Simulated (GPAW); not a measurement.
# puckered SnSe monolayer in an electric field, part 2 of 2

How does puckered SnSe monolayer screen a perpendicular field?

GPAW 26.7.0; GPAW, PAW setups; layer in a repeated cell with vacuum, relaxation of atoms and in-plane cell (the session's first sound run).

So far. Step 8 (In a field): The dipole is now 0.0570 e Å, against 1.7e-4 in the run without a field.

## 9. In a field

Level of this step: GPAW, PAW setups; slab in vacuum (GPAW).

run.py reads:

```python
import json
import numpy as np
from ase import Atoms
from gpaw import GPAW, PW
from gpaw.external import ConstantElectricField

slab = Atoms(
    ['Sn', 'Se', 'Se', 'Sn'],
    positions=[
        [0.12237, 0.00000, 9.00000],
        [2.08282, 2.14068, 9.03474],
        [4.28787, 0.00000, 11.71005],
        [2.32754, 2.14068, 11.74479]],
    cell=[[4.41008, -0.0, 0.0], [0.0, 4.28136, 0.0], [0.0, 0.0, 20.7448]],
    pbc=[True, True, False])

slab.calc = GPAW(mode=PW(400), xc='PBE', kpts={'size': (6, 7, 1), 'gamma': True},
                 occupations={'name': 'fermi-dirac', 'width': 0.05}, nbands='200%',
                 convergence={'density': 1e-05}, maxiter=200,
                 poissonsolver={'dipolelayer': 'xy'},
                 external=ConstantElectricField(0.2, [0, 0, 1]),
                 symmetry={'tolerance': 1e-3}, txt='slab.txt')
result = {}
energy = slab.get_potential_energy()
fermi = slab.calc.get_fermi_level()
v = slab.calc.get_electrostatic_potential().mean((0, 1)) - fermi
n = slab.calc.get_pseudo_density().mean((0, 1))
L = slab.cell[2, 2]
z = np.arange(len(v)) * L / len(v)
low, high = slab.positions[:, 2].min(), slab.positions[:, 2].max()
below, above = np.interp([low - 6.8, high + 6.8], z, v)
slopes = [np.interp(x, z, np.gradient(v, z)) for x in (low - 6.8, high + 6.8)]
eps = np.array([[slab.calc.get_eigenvalues(k, s) for k in range(len(slab.calc.get_ibz_k_points()))]
                for s in range(slab.calc.get_number_of_spins())]) - fermi
top, bottom = eps[eps < 0].max(), eps[eps > 0].min()
dipole = slab.get_dipole_moment()[2]
print(f'energy {energy:.4f} eV, Fermi level {fermi:.4f} eV, dipole {dipole:.5f} e A')
print(f'potential 6.8 A off the faces, from the Fermi level: lower {below:.4f} eV, upper {above:.4f} eV')
print(f'slope of the potential there: lower {slopes[0]:.5f}, upper {slopes[1]:.5f} eV/A')
print(f'nearest levels on the mesh: {top:.4f} and {bottom:.4f} eV')
print('magnetic moment', round(slab.get_magnetic_moment(), 3))
result.update(energy=energy, fermi=fermi, dipole=dipole, below=below, above=above, slopes=slopes, edges=[top, bottom],
              z=z.tolist(), v=v.tolist(), n=n.tolist(), positions=slab.positions.tolist(),
              forces=slab.get_forces(apply_constraint=False).tolist(), moments=slab.get_magnetic_moments().tolist())
json.dump(result, open('result.json', 'w'))
```

Started as:

```sh
OMP_NUM_THREADS=1 OPENBLAS_NUM_THREADS=1 python run.py
```

Log:

```text
energy -16.4072 eV, Fermi level -1.1821 eV, dipole 0.11405 e A
potential 6.8 A off the faces, from the Fermi level: lower 4.5336 eV, upper 3.4406 eV
slope of the potential there: lower -0.00005, upper 0.00005 eV/A
nearest levels on the mesh: -0.5705 and 0.5571 eV
magnetic moment 0.0
```

Run time: 92 s. Hardware: 1 thread of Arm Neoverse V1, shared host; peak memory 0.34 GiB.

Electrostatic potential energy of an electron (without an applied field's), less the Fermi level, planar mean against z:

| z (Å) | electrostatic potential energy of an electron (without an applied field's), less the Fermi level, planar mean (eV) |
| --- | --- |
| 0 | 3.99 |
| 1 | 4.53 |
| 2 | 4.53 |
| 3 | 4.53 |
| 4 | 4.53 |
| 5 | 4.53 |
| 6 | 4.52 |
| 7 | 4.33 |
| 8 | 1.29 |
| 9 | -20.2 |
| 10 | 0.0753 |
| 11 | -3.51 |
| 12 | -15.7 |
| 13 | 1.95 |
| 14 | 3.36 |
| 15 | 3.44 |
| 16 | 3.44 |
| 17 | 3.44 |
| 18 | 3.44 |
| 19 | 3.44 |
| 20 | 3.44 |

The dipole is now 0.114 e Å, against 1.7e-4 in the run without a field.

## 10. Field on

Edit run.py of step 9 so:

```diff
@@ -20,3 +20,3 @@
                  poissonsolver={'dipolelayer': 'xy'},
-                 external=ConstantElectricField(0.2, [0, 0, 1]),
+                 external=ConstantElectricField(0.3, [0, 0, 1]),
                  symmetry={'tolerance': 1e-3}, txt='slab.txt')
```

Log:

```text
energy -16.4215 eV, Fermi level -1.1849 eV, dipole 0.17112 e A
potential 6.8 A off the faces, from the Fermi level: lower 4.8112 eV, upper 3.1712 eV
slope of the potential there: lower -0.00006, upper 0.00005 eV/A
nearest levels on the mesh: -0.5702 and 0.5568 eV
magnetic moment 0.0
```

The job ended after 91 s (1 thread; peak memory 0.34 GiB).

Electrostatic potential energy of an electron (without an applied field's), less the Fermi level, planar mean against z:

| z (Å) | electrostatic potential energy of an electron (without an applied field's), less the Fermi level, planar mean (eV) |
| --- | --- |
| 0.0 | 3.99 |
| 0.5 | 4.81 |
| 1.0 | 4.81 |
| 1.5 | 4.81 |
| 2.0 | 4.81 |
| 2.5 | 4.81 |
| 3.0 | 4.81 |
| 3.5 | 4.81 |
| 4.0 | 4.81 |
| 4.5 | 4.81 |
| 5.0 | 4.81 |
| 5.5 | 4.81 |
| 6.0 | 4.80 |
| 6.5 | 4.76 |
| 7.0 | 4.60 |
| 7.5 | 3.97 |
| 8.0 | 1.51 |
| 8.5 | -7.30 |
| 9.0 | -20.1 |
| 9.5 | -8.96 |
| 10.0 | 0.111 |
| 10.5 | 1.40 |
| 11.0 | -3.57 |
| 11.5 | -17.4 |
| 12.0 | -15.9 |
| 12.5 | -2.82 |
| 13.0 | 1.71 |
| 13.5 | 2.84 |
| 14.0 | 3.09 |
| 14.5 | 3.15 |
| 15.0 | 3.17 |
| 15.5 | 3.17 |
| 16.0 | 3.17 |
| 16.5 | 3.17 |
| 17.0 | 3.17 |
| 17.5 | 3.17 |
| 18.0 | 3.17 |
| 18.5 | 3.17 |
| 19.0 | 3.17 |
| 19.5 | 3.17 |
| 20.0 | 3.17 |
| 20.5 | 3.44 |

The dipole is now 0.171 e Å, against 1.7e-4 in the run without a field.

## 11. The series

The members are put on one axis.

This step: induced dipole against applied field (GPAW 26.7.0).

Table of dipole along the normal by field:

```csv
field (V/Å),dipole along the normal (e·Å)
-0.200,-0.114
-0.100,-0.0570
-0.050,-0.0285
0.000,1.7e-4
0.050,0.0285
0.100,0.0570
0.200,0.114
0.300,0.171
```

## 12. Summary of results

```yaml
work_function_both_faces_fermi_level_placed_in_the_gap_by_the_smearing: 3.98 eV
ionisation_energy_from_the_upper_face_highest_filled_level_on_the_mesh: 4.55 eV
electron_affinity_from_the_upper_face_lowest_empty_kohn_sham_level_on_the_mesh: 3.43 eV
dipole_along_the_normal: 1.7e-4 e Å, near the numerical noise
induced_dipole_per_field: 0.570 e Å per V/Å
out_of_plane_polarisability_per_area_alpha_eps_0_a: 5.47 Å
```

**Reading.** The field induces 0.570 e Å per V/Å, a polarisable thickness α/(ε0 A) of 5.47 Å beside 2.74 Å between the outermost nuclei. A perfect conductor would give the distance between its two image planes; a dielectric of thickness t gives t(1 - 1/ε). The levels nearest the Fermi level on the mesh lie 1.13 eV apart, so the slab is gapped there: the smearing puts the Fermi level inside the gap, and from either face the ionisation energy is the work function plus 0.57 eV. Both are Kohn-Sham levels on the mesh, and semilocal gaps are too small, so the affinity tends to come out too large and the ionisation energy too small. The induced dipole is linear in the field over this range. The layer's cell and atoms come from the relaxation; spin-orbit coupling and temperature are left out.

[Logs are printed without paths, hosts, clocks, repeated set-up lines and the standing remarks that a program may print on its own settings, such as how far it seeks lower states.]

[Hosts, paths, dates, database ids (printed as entryN), source tags and the programs' standing remarks are cut or masked in the printed files.]
